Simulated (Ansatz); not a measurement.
# NiAg2S2, from a guessed structure to a relaxed one

Starting from a made-up structure for NiAg2S2, the aim is the relaxed cell, its shortest contacts and, where a second run follows, its electronic structure.

Calculated with Ansatz 0.2.0; DFT, PBE, plane-wave PAW, default files, scalar-relativistic, ferromagnetic start, cell and ions relaxed at zero pressure.

## 1. The starting structure

Symmetry: Immm, No. 71, orthorhombic system. The conventional cell has a = 3.244 Å, b = 6.612 Å, c = 8.573 Å, α = 90.00°, β = 90.00°, γ = 90.00°. Nearest to Ag lie 6 S at 2.98 to 3.01 Å and 2 Ni at 3.11 Å and 3 Ag at 3.24 to 3.27 Å. Nearest to Ni lie 4 S at 2.12 Å. Nearest to S lie 2 Ni at 2.12 Å and 6 Ag at 2.98 to 3.01 Å. Farther neighbours and most contacts between anions are not listed.

## 2. Relaxation of the guess

The guessed cell has no reason to be at equilibrium. It is relaxed with the atoms, within the space group of the guess.

File input.yaml:

```yaml
crystal:
  lattice:
    - [-1.622, 3.306, 4.2865]
    - [1.622, -3.306, 4.2865]
    - [1.622, 3.306, -4.2865]
  atoms:
    - { symbol: Ag, position: [0.309, 0.809, 0.5] }
    - { symbol: Ag, position: [0.691, 0.191, 0.5] }
    - { symbol: Ni, position: [0.0, 0.0, 0.0], spin: 1.0 }
    - { symbol: S, position: [0.7932, 0.5, 0.2932] }
    - { symbol: S, position: [0.2068, 0.5, 0.7068] }
magnetization:
  spin_polarized: true
kpoints:
  mp_grid: { grid: [9, 9, 9] }
scf:
  occupations: { method: fermi_dirac, width: 0.05 }
hamiltonian:
  xc: pbe
  pseudopotentials: { kind: paw }
relax:
  f_tol: 0.015
  max_steps: 70
  cell: {}
output:
  forces: true
  stress: true
```

Command:

```
$ ansatz run input.yaml --threads 4 --pin off --max-ram 8192MiB --backend cpu --events-out ev --progress --plain --runs-dir out
```

Numbers of over 12 decimals in the logs are rounded to 6 here.

Output:

```text
Engine: ansatz 0.2.0, aarch64-unknown-linux-gnu
Pseudopotentials: kind: paw
Pseudopotential: Ag, paw, valence charge 19, recommended cutoff 420 eV (normal), Ag.paw.azcp
Pseudopotential: Ni, paw, valence charge 18, recommended cutoff 420 eV (normal), Ni.paw.azcp
Pseudopotential: S, paw, valence charge 6, recommended cutoff 420 eV (normal), S.paw.azcp
Functional definition: PBE
  parameter kappa = 0.804
  parameter beta = 0.066725
  exchange = pbe_x(kappa = kappa, mu = beta*pi^2/3)
  correlation = pbe_c(beta = beta)
Crystal: 5 atoms, lattice volume = 91.943 Å³
Basis set: ecut = 420 eV, 1825 PW (Γ), exchange–correlation on 80×80×80 points (8 copies of the dense FFT grid, shifted against one another)
Bands: 42, of which v1, the nominal top of the filled ones, is band 34 counted from 1 (33 counted from 0)
Symmetry: 8 space group operations
Space group: Immm (ITA 71), of the structure as read, at distance tolerance 4.5e-5 Å
Magnetic group: BNS 71.533 (UNI 631), of the structure as read, at distance tolerance 4.5e-5 Å
k-points: 125 of 729
Non-local potential: Ag, projectors of the file, l = 0: 3, l = 1: 2, l = 2: 2, l = 3: 1
Non-local potential: Ni, projectors of the file, l = 0: 3, l = 1: 2, l = 2: 3, l = 3: 1
Non-local potential: S, projectors of the file, l = 0: 2, l = 1: 2, l = 2: 2
PAW form: soft (Blöchl's): semilocal exchange-correlation on the pseudo side does not see the compensation charge
PAW one-centre angular grid: Ag, 590 points (default); XC on 64 Gauss nodes
PAW one-centre angular grid: Ni, 590 points (default); XC on 64 Gauss nodes
PAW one-centre angular grid: S, 110 points (default); XC on 64 Gauss nodes
Initial density: superposition of atomic densities (chi_scale 0.1, normalization cell, long waves kept (reshape's long-wave potential 0.01 eV rms))
Starting moments: Σ|m| = 1 μB on 1 of 5 sites
Initial wavefunctions: pseudopotential atomic-orbital guess
Functional: x = pbe(κ = 0.804, μ = 0.219515), c = pbe(β = 0.066725)
SCF iter   1: F=—  HF=-22822.282390 eV  |F-HF|=—  |Δ(HF+E_count)|=         —  Δρ=5.02e-2 (↑1.93e-2 ↓5.02e-2)  dr2=3.59e0  dr2_m=3.35e-1  M=0.456 μB ∫|m|=0.678 μB  β_m=0.30  ethr=3.10e-3  ⟨swp⟩=6.8  Hψ=42690  notcnv=0  defer=32
Mixer restart at iter 1: flushing history
preconditioner: auto → Kerker (q_TF=auto, 2.595 Å⁻¹)  [metal: Δε(μ)=0.002 eV  Ē_g=8.667 eV  σ=0.050 eV  W_gap=0.01  n_scr=24 (ndim 8)  ℏωp=25.7 eV  f_vac=0.000  D(μ)=1.54/eV (n_scr^D=6)]
spin=Collinear: Kerker preconditioning applied to the charge; magnetization (m = ρ↑ − ρ↓) channel mixes plain (no charge-response kernel on spin).
SCF iter   2: F=—  HF=-22823.607776 eV  |F-HF|=—  |Δ(HF+E_count)|=    1.33e0  Δρ=3.17e-2 (↑1.66e-2 ↓3.17e-2)  dr2=1.64e0  dr2_m=2.52e-1  M=0.419 μB ∫|m|=0.620 μB  β_m=0.52  ethr=3.10e-3  ⟨swp⟩=2.1  Hψ=18128  notcnv=0  defer=515
SCF iter   3: F=—  HF=-22824.720633 eV  |F-HF|=—  |Δ(HF+E_count)|=    1.11e0  Δρ=3.52e-2 (↑8.42e-3 ↓3.52e-2)  dr2=2.21e0  dr2_m=1.64e-1  M=0.254 μB ∫|m|=0.398 μB  β_m=0.38  ethr=2.41e-3  ⟨swp⟩=2.3  Hψ=13620  notcnv=0  defer=524
SCF iter   4: F=—  HF=-22824.654789 eV  |F-HF|=—  |Δ(HF+E_count)|=   6.58e-2  Δρ=1.51e-2 (↑1.51e-2 ↓6.86e-3)  dr2=1.74e-1  dr2_m=4.37e-2  M=0.123 μB ∫|m|=0.228 μB  β_m=0.64  ethr=2.41e-3  ⟨swp⟩=3.1  Hψ=20127  notcnv=0  defer=528
SCF iter   5: F=—  HF=-22824.678705 eV  |F-HF|=—  |Δ(HF+E_count)|=         —  Δρ=1.01e-2 (↑1.01e-2 ↓4.10e-3)  dr2=1.09e-1  dr2_m=9.69e-3  M=0.031 μB ∫|m|=0.074 μB  β_m=0.64  ethr=2.55e-4  ⟨swp⟩=2.4  Hψ=21697  notcnv=0  defer=575
Mixer restart at iter 5: flushing history
SCF iter   6: F=—  HF=-22824.756679 eV  |F-HF|=—  |Δ(HF+E_count)|=   7.80e-2  Δρ=6.97e-3 (↑3.14e-3 ↓6.97e-3)  dr2=5.10e-2  dr2_m=3.52e-3  M=0.019 μB ∫|m|=0.045 μB  β_m=0.54  ethr=1.60e-4  ⟨swp⟩=2.3  Hψ=20542  notcnv=0  defer=575
SCF iter   7: F=—  HF=-22824.729208 eV  |F-HF|=—  |Δ(HF+E_count)|=   2.75e-2  Δρ=5.18e-3 (↑5.18e-3 ↓2.19e-3)  dr2=3.62e-2  dr2_m=2.17e-3  M=0.017 μB ∫|m|=0.037 μB  β_m=0.59  ethr=7.50e-5  ⟨swp⟩=2.0  Hψ=22434  notcnv=0  defer=568
SCF iter   8: F=—  HF=-22824.735184 eV  |F-HF|=—  |Δ(HF+E_count)|=   5.98e-3  Δρ=2.13e-3 (↑2.13e-3 ↓6.40e-4)  dr2=5.03e-3  dr2_m=5.83e-4  M=0.009 μB ∫|m|=0.019 μB  β_m=0.58  ethr=5.33e-5  ⟨swp⟩=2.0  Hψ=13735  notcnv=0  defer=568
SCF iter   9: F=—  HF=-22824.735695 eV  |F-HF|=—  |Δ(HF+E_count)|=   5.11e-4  Δρ=4.70e-4 (↑2.88e-4 ↓4.70e-4)  dr2=7.01e-5  dr2_m=1.07e-4  M=0.004 μB ∫|m|=0.008 μB  β_m=0.79  ethr=7.39e-6  ⟨swp⟩=2.0  Hψ=14707  notcnv=0  defer=568
SCF iter  10: F=—  HF=-22824.735766 eV  |F-HF|=—  |Δ(HF+E_count)|=   7.04e-5  Δρ=4.05e-4 (↑1.84e-4 ↓4.05e-4)  dr2=2.38e-4  dr2_m=1.35e-5  M=0.001 μB ∫|m|=0.003 μB  β_m=0.79  ethr=1.03e-7  ⟨swp⟩=2.0  Hψ=18391  notcnv=0  defer=561
SCF iter  11: F=—  HF=-22824.735731 eV  |F-HF|=—  |Δ(HF+E_count)|=   3.47e-5  Δρ=1.51e-4 (↑7.80e-5 ↓1.51e-4)  dr2=4.11e-5  dr2_m=1.34e-6  M=0.000 μB ∫|m|=0.001 μB  β_m=0.81  ethr=1.03e-7  ⟨swp⟩=2.6  Hψ=17016  notcnv=0  defer=561
SCF iter  12: F=—  HF=-22824.735727 eV  |F-HF|=—  |Δ(HF+E_count)|=   4.18e-6  Δρ=3.05e-5 (↑2.41e-5 ↓3.05e-5)  dr2=2.65e-6  dr2_m=1.02e-8  M=0.000 μB ∫|m|=0.000 μB  β_m=0.91  ethr=6.04e-8  ⟨swp⟩=1.8  Hψ=11489  notcnv=0  defer=561
SCF iter  13: F=—  HF=-22824.735727 eV  |F-HF|=—  |Δ(HF+E_count)|=   2.30e-7  Δρ=2.56e-6 (↑2.56e-6 ↓2.23e-6)  dr2=1.47e-8  dr2_m=5.25e-10  M=-0.000 μB ∫|m|=0.000 μB  β_m=0.95  ethr=3.90e-9  ⟨swp⟩=2.0  Hψ=12023  notcnv=0  defer=561
SCF iter  14: F=-22824.735727 eV  HF=-22824.735727 eV  |F-HF|=5.24e-8  |Δ(HF+E_count)|=   1.49e-8  Δρ=4.29e-6 (↑4.29e-6 ↓4.18e-6)  dr2=5.82e-8  dr2_m=7.81e-12  M=0.000 μB ∫|m|=0.000 μB  ethr=2.16e-11  ⟨swp⟩=1.9  Hψ=31120  notcnv=0
WARN: the starting moments were not kept: the SCF closed with an absolute magnetisation of 4.3e-6 μB, where they sum to 1 μB in size (1 site). That is at most 0.1 of that sum. Measured as dr2_m measures the in/out step, that magnetisation stands 1.1e-11 eV from none, at or under the dr2_threshold of 1.0e-7 eV: it is no larger than a step whose dr2_m would equal this threshold. The system may hold no moment; this SCF  [...]
SCF 1 converged in 14 iterations: F = -22824.735727 eV  dr2 = 5.82e-8
  greatest PAW one-centre occupation: 1.001 electrons in one spin orbital (limit 2), on the Ni atom at site 2 (counted from 0), in its partial waves of l = 1
relax step   1: F+E_penalty+E_count = -22824.73572656 eV  Δ(F+E_penalty+E_count) = +0.000e0 eV  max|allowed force component| = 2.034e0 eV/Å  Δτ_max = 0.0000 Å  P = +1.756 GPa  Ω = 91.943 Å³  (14 SCF iters, dr2 threshold 1.00e-7 eV, accepted)
Crystal: 5 atoms, lattice volume = 85.869 Å³
[...]
relax step   5: F+E_penalty+E_count = -22825.18204223 eV  Δ(F+E_penalty+E_count) = -5.759e-4 eV  max|allowed force component| = 7.426e-3 eV/Å  Δτ_max = 0.0086 Å  P = +0.017 GPa  Ω = 85.862 Å³  energy of the carried Pulay correction = +1.661e-3 eV  (7 SCF iters, dr2 threshold 7.73e-8 eV, accepted)
[...]
relax step   6: F+E_penalty+E_count = -22825.18212333 eV  Δ(F+E_penalty+E_count) = -8.109e-5 eV  max|allowed force component| = 1.101e-2 eV/Å  Δτ_max = 0.0103 Å  P = -0.069 GPa  Ω = 85.899 Å³  energy of the carried Pulay correction = +1.650e-3 eV  (10 SCF iters, dr2 threshold 3.47e-8 eV, accepted)
[...]
relax step   7: F+E_penalty+E_count = -22825.18219760 eV  Δ(F+E_penalty+E_count) = -7.428e-5 eV  max|allowed force component| = 1.081e-3 eV/Å  Δτ_max = 0.0028 Å  P = +0.022 GPa  Ω = 85.801 Å³  energy of the carried Pulay correction = +1.678e-3 eV  (9 SCF iters, dr2 threshold 2.25e-8 eV, accepted)
Initial wavefunctions: pseudopotential atomic-orbital guess (no wavefunctions were taken with the density)
iter 1 solved again at ethr=1.90e-7 eV; its pass at ethr=3.10e-3 eV (dr2=1.29e-4 eV) is discarded
SCF iter   1: F=—  HF=-22825.180451 eV  |F-HF|=—  |Δ(HF+E_count)|=         —  Δρ=1.40e-4 (↑1.40e-4 ↓1.40e-4)  dr2=1.73e-5  dr2_m=1.42e-12  M=0.000 μB ∫|m|=0.000 μB  β_m=0.65  ethr=1.90e-7  ⟨swp⟩=3.0  Hψ=66236  notcnv=0
preconditioner: auto → Kerker (q_TF=auto, 2.353 Å⁻¹)  [metal: Δε(μ)=0.002 eV  Ē_g=8.995 eV  σ=0.050 eV  W_gap=0.01  n_scr=16 (ndim 8)  ℏωp=26.6 eV  f_vac=0.000  D(μ)=2.28/eV (n_scr^D=16)]
spin=Collinear: Kerker preconditioning applied to the charge; magnetization (m = ρ↑ − ρ↓) channel mixes plain (no charge-response kernel on spin).
SCF iter   2: F=—  HF=-22825.180593 eV  |F-HF|=—  |Δ(HF+E_count)|=   1.42e-4  Δρ=4.77e-5 (↑4.77e-5 ↓4.77e-5)  dr2=1.53e-6  dr2_m=4.77e-13  M=0.000 μB ∫|m|=0.000 μB  β_m=0.56  ethr=2.55e-8  ⟨swp⟩=2.5  Hψ=16606  notcnv=0
SCF iter   3: F=—  HF=-22825.180614 eV  |F-HF|=—  |Δ(HF+E_count)|=   2.05e-5  Δρ=1.84e-5 (↑1.84e-5 ↓1.84e-5)  dr2=3.99e-7  dr2_m=3.28e-13  M=0.000 μB ∫|m|=0.000 μB  β_m=0.54  ethr=2.25e-9  ⟨swp⟩=2.0  Hψ=19008  notcnv=0
SCF iter   4: F=—  HF=-22825.180616 eV  |F-HF|=—  |Δ(HF+E_count)|=   2.32e-6  Δρ=1.69e-5 (↑1.68e-5 ↓1.69e-5)  dr2=6.16e-7  dr2_m=1.37e-13  M=0.000 μB ∫|m|=0.000 μB  β_m=0.49  ethr=5.87e-10  ⟨swp⟩=2.0  Hψ=19003  notcnv=0
SCF iter   5: F=—  HF=-22825.180616 eV  |F-HF|=—  |Δ(HF+E_count)|=   4.96e-7  Δρ=1.25e-5 (↑1.25e-5 ↓1.25e-5)  dr2=4.00e-7  dr2_m=1.33e-13  M=0.000 μB ∫|m|=0.000 μB  β_m=0.74  ethr=5.87e-10  ⟨swp⟩=2.0  Hψ=11963  notcnv=0
SCF iter   6: F=—  HF=-22825.180617 eV  |F-HF|=—  |Δ(HF+E_count)|=   1.07e-6  Δρ=1.06e-5 (↑1.06e-5 ↓1.06e-5)  dr2=3.88e-7  dr2_m=2.94e-14  M=0.000 μB ∫|m|=0.000 μB  β_m=0.87  ethr=5.87e-10  ⟨swp⟩=2.0  Hψ=13847  notcnv=0
SCF iter   7: F=—  HF=-22825.180618 eV  |F-HF|=—  |Δ(HF+E_count)|=   3.81e-7  Δρ=4.02e-6 (↑4.02e-6 ↓4.02e-6)  dr2=5.75e-8  dr2_m=4.53e-15  M=0.000 μB ∫|m|=0.000 μB  β_m=0.92  ethr=5.70e-10  ⟨swp⟩=2.0  Hψ=15508  notcnv=0
SCF iter   8: F=—  HF=-22825.180618 eV  |F-HF|=—  |Δ(HF+E_count)|=   3.03e-8  Δρ=5.36e-7 (↑5.34e-7 ↓5.36e-7)  dr2=4.66e-10  dr2_m=4.94e-15  M=0.000 μB ∫|m|=0.000 μB  β_m=0.96  ethr=8.45e-11  ⟨swp⟩=2.0  Hψ=18264  notcnv=0
SCF iter   9: F=—  HF=-22825.180618 eV  |F-HF|=—  |Δ(HF+E_count)|=   2.11e-7  Δρ=2.62e-7 (↑2.62e-7 ↓2.61e-7)  dr2=1.87e-10  dr2_m=2.30e-16  M=0.000 μB ∫|m|=0.000 μB  β_m=0.98  ethr=1.00e-12  ⟨swp⟩=2.0  Hψ=19032  notcnv=0
SCF iter  10: F=—  HF=-22825.180618 eV  |F-HF|=—  |Δ(HF+E_count)|=  2.04e-10  Δρ=8.34e-8 (↑8.34e-8 ↓8.31e-8)  dr2=2.05e-11  dr2_m=3.44e-17  M=0.000 μB ∫|m|=0.000 μB  β_m=0.99  ethr=1.00e-12  ⟨swp⟩=2.0  Hψ=11976  notcnv=0
SCF iter  11: F=-22825.180618 eV  HF=-22825.180618 eV  |F-HF|=7.28e-12  |Δ(HF+E_count)|=  2.91e-11  Δρ=4.65e-8 (↑4.64e-8 ↓4.65e-8)  dr2=6.61e-12  dr2_m=2.07e-18  M=0.000 μB ∫|m|=0.000 μB  ethr=1.00e-12  ⟨swp⟩=3.0  Hψ=32684  notcnv=0
the starting moments were not kept: the SCF closed with an absolute magnetisation of 3.0e-9 μB, where they sum to 1 μB in size (1 site). That is at most 0.1 of that sum. Measured as dr2_m measures the in/out step, that magnetisation stands 7.7e-18 eV from none, at or under the dr2_threshold of 5.0e-11 eV: it is no larger than a step whose dr2_m would equal this threshold.
SCF 8 converged in 11 iterations: F = -22825.180618 eV  dr2 = 6.61e-12
relax step   8: F+E_penalty+E_count = -22825.18061806 eV  Δ(F+E_penalty+E_count) = +1.580e-3 eV  max|allowed force component| = 9.471e-4 eV/Å  Δτ_max = 0.0000 Å  P = +0.022 GPa  Ω = 85.801 Å³  stress off target by 2.68e-2 GPa  SCF on the basis re-selected at this cell (its energy is not comparable with the rows above)  (11 SCF iters)
basis re-selected at this cell: Δ(F+E_penalty+E_count) = +1.580e-3 eV, ΔP = +0.000 GPa vs the last step (what re-selecting the basis moved, of the pressure what is left beyond the Pulay correction that the steps carried, after the strain that the cell walked since its last selection, with what the two solves' SCF thresholds leave and, on support functions, any second-order correction that the steps lacked; it is no m [...]
SCF converged after 11 iterations
Magnetization: 0.0000 μB (34.0000 up, 34.0000 down)
Absolute magnetization: 0.0000 μB (∫|ρ↑−ρ↓|, with the PAW one-centre terms)
Spin contamination: 0.0000 ħ² per cell (⟨S²⟩ above its minimum at these occupations)
Per-site moments (μB) at R_I (Å): [(7.644996169030127e-11, 1.168108), (7.644992525224066e-11, 1.168108), (1.5522036550085914e-9, 0.921381), (1.8188590290062092e-10, 0.921381), (1.81885889330698e-10, 0.921381)]
Free energy (F): -22825.180618 eV
Harris-Foulkes:  -22825.180618 eV  (|F-HF|=7.28e-12)
Internal energy: -22825.162153 eV  (E = F + TS)
E sigma→0 (E₀):  -22825.171385 eV
Entropy (-TS):   -0.018465 eV (-3.693 meV/atom)
Fermi energy:    11.926155 eV
--- Per-component energies (eV) ---
  E_band       = -977.439620
  E_kinetic    = 1551.132893
  E_local      = -10289.380526  (includes V_loc(G=0)·N_el)
  E_nonlocal   = 860.937089
  E_hartree    = 4509.413103
  E_xc         = -645.791543
  E_vxc        = -750.069516  (∫ρ·V_xc dr)
  E_paw        = -10640.933269  (= ΣΔE_a)
  E_vpaw       = -1368.886782  (= ΣTr[D̂ρ^β])
  E_aug_tail   = 0.001188  (compensation charges beyond the density's cutoff)
  E_ewald      = -8170.541088
  E_smearing   = -0.018465  (= −TS)
  E_closure    = -0.000000  (closes the sum)
  Σ components = -22825.180618   (vs F -22825.180618, Δ=0.00e0)
--- Forces (eV/Å), atoms counted from 1 ---
  atom   1  Ag     0.00000000     0.00000000     0.00013982
  atom   2  Ag     0.00000000     0.00000000    -0.00013982
  atom   3  Ni     0.00000000     0.00000000     0.00000000
  atom   4  S      0.00000000     0.00094711     0.00000000
  atom   5  S      0.00000000    -0.00094711     0.00000000
  max |Σ_I F_I| component: 3.16e-30 eV/Å
--- Stress (GPa, compression-positive) ---
        0.026829       0.000000       0.000000
        0.000000       0.020214       0.000000
        0.000000       0.000000       0.020283
  P = ⅓ Tr σ = 0.0224 GPa (0.224 kbar)
--- Relaxed structure (7 steps of the walk, 7 accepted, 1 SCFs on fresh bases) ---
  F+E_penalty+E_count = -22825.18061806 eV   max|allowed force component| = 9.471e-4 eV/Å   (the final SCF, on the basis selected at the relaxed cell)
  cell:  # Å, volume = 85.8011 Å³
    - [-1.619883, 3.347100, 3.956223]
    - [1.619883, -3.347100, 3.956223]
    - [1.619883, 3.347100, -3.956223]
  atoms:
    - { symbol: Ag, position: [0.300510, 0.800510, 0.500000] }
    - { symbol: Ag, position: [0.699490, 0.199490, 0.5] }
    - { symbol: Ni, position: [2.5871782354150456e-19, -1.6187784681924953e-19, 4.2059567036075806e-19] }
    - { symbol: S, position: [0.770262, 0.500000, 0.270262] }
    - { symbol: S, position: [0.229738, 0.5, 0.729738] }
```

Elapsed: 1.7 min, on 4 threads of Arm Neoverse V2, shared host; peak memory 0.94 GiB; 6.6 min of CPU time.

The steps of the relaxation:

```tsv
step	energy less that of the first step (eV)	largest force component (eV/Å)	pressure (GPa)	volume (Å³)
1	0.0000	2.0338	1.76	91.94
2	-0.3566	0.8194	2.48	85.87
3	-0.4421	0.0744	0.42	85.76
4	-0.4457	0.0097	0.00	85.88
5	-0.4463	0.0074	0.02	85.86
6	-0.4464	0.0110	-0.07	85.90
7	-0.4465	0.0011	0.02	85.80
8*	-0.4449	0.0009	0.02	85.80
```

Relaxation steps marked * repeat the geometry before them on a plane-wave basis chosen anew for their cell, so energy and pressure can jump there.

The run keeps the 8 symmetry operations that it works with, so distortions that break them were not tested.

```tsv
conventional cell, symmetrised	before	after	change
a (Å)	3.244	3.240	-0.1 %
b (Å)	6.612	6.694	+1.2 %
c (Å)	8.573	7.912	-7.7 %
volume (Å³/atom)	18.39	17.16	-6.7 %
```

The atoms that moved most (Å, as changes of fractional coordinates times the final cell):

```tsv
atom	dx	dy	dz	length
S5	0.000	0.154	0.000	0.154
S4	0.000	-0.154	0.000	0.154
Ag1	0.000	0.000	-0.067	0.067
Ag2	0.000	0.000	0.067	0.067
```

The relaxed structure:

```xyz
5
Lattice="-1.6199 3.3471 3.9562 1.6199 -3.3471 3.9562 1.6199 3.3471 -3.9562" Properties=species:S:1:pos:R:3 pbc="T T T"
Ag    1.6199    0.0000    2.3778
Ag    0.0000    3.3471    1.5785
Ni    0.0000    0.0000    0.0000
S     0.0000    1.8092    3.9562
S     1.6199    1.5379    0.0000
```

This step gave:

```yaml
free_energy: -22825.1806 eV
energy_at_zero_smearing: -22825.1714 eV
smearing_term_ts: 0.01847 eV
fermi_energy: 11.93 eV
electrons: 68
symmetry_operations: 8
pressure: 0.02244 GPa
```

Shortest distances by pair of elements, guess and relaxed (not always the same contact):

```tsv
pair	guess (Å)	relaxed (Å)
Ni–S	2.121	2.234
Ag–S	2.981	2.832
Ag–Ni	3.106	2.877
S–S	2.735	3.076
Ag–Ag	3.244	3.157
```

The relaxation ends with a largest force component of 9.5e-4 eV/Å and a pressure of 0.02 GPa. No moment survives the cycle: this start ends non-magnetic.

## 3. Outcome

| Quantity | Value |
| --- | --- |
| space group, relaxed | Immm |
| conventional cell | a = 3.240, b = 6.694, c = 7.912 Å; α = 90.0°, β = 90.0°, γ = 90.0° |
| volume per atom | 17.16 Å³ (guess 18.39) |
| total moment | 0.00 μB in the cell of 5 atoms |

In words: NiAg2S2 relaxes to Immm with a = 3.240, b = 6.694 and c = 7.912 Å. The guessed volume was 7 % too large. The space group Immm was held in the relaxation, so the end point is a stationary structure within it and may be a saddle against distortions or other arrangements. The moments died out from this one start and weren't seeded again at the relaxed cell. Mesh and cutoff weren't tested. No dispersion term is used, so weakly bound directions may come out too long. Nothing here tests whether the compound is stable against decomposition.

[Logs are printed without paths, hosts, clocks, repeated set-up lines and the standing remarks that a program may print on its own settings, such as how far it seeks lower states.]

[Hosts, paths, dates, database ids (printed as entryN), source tags and the programs' standing remarks are cut or masked in the printed files.]
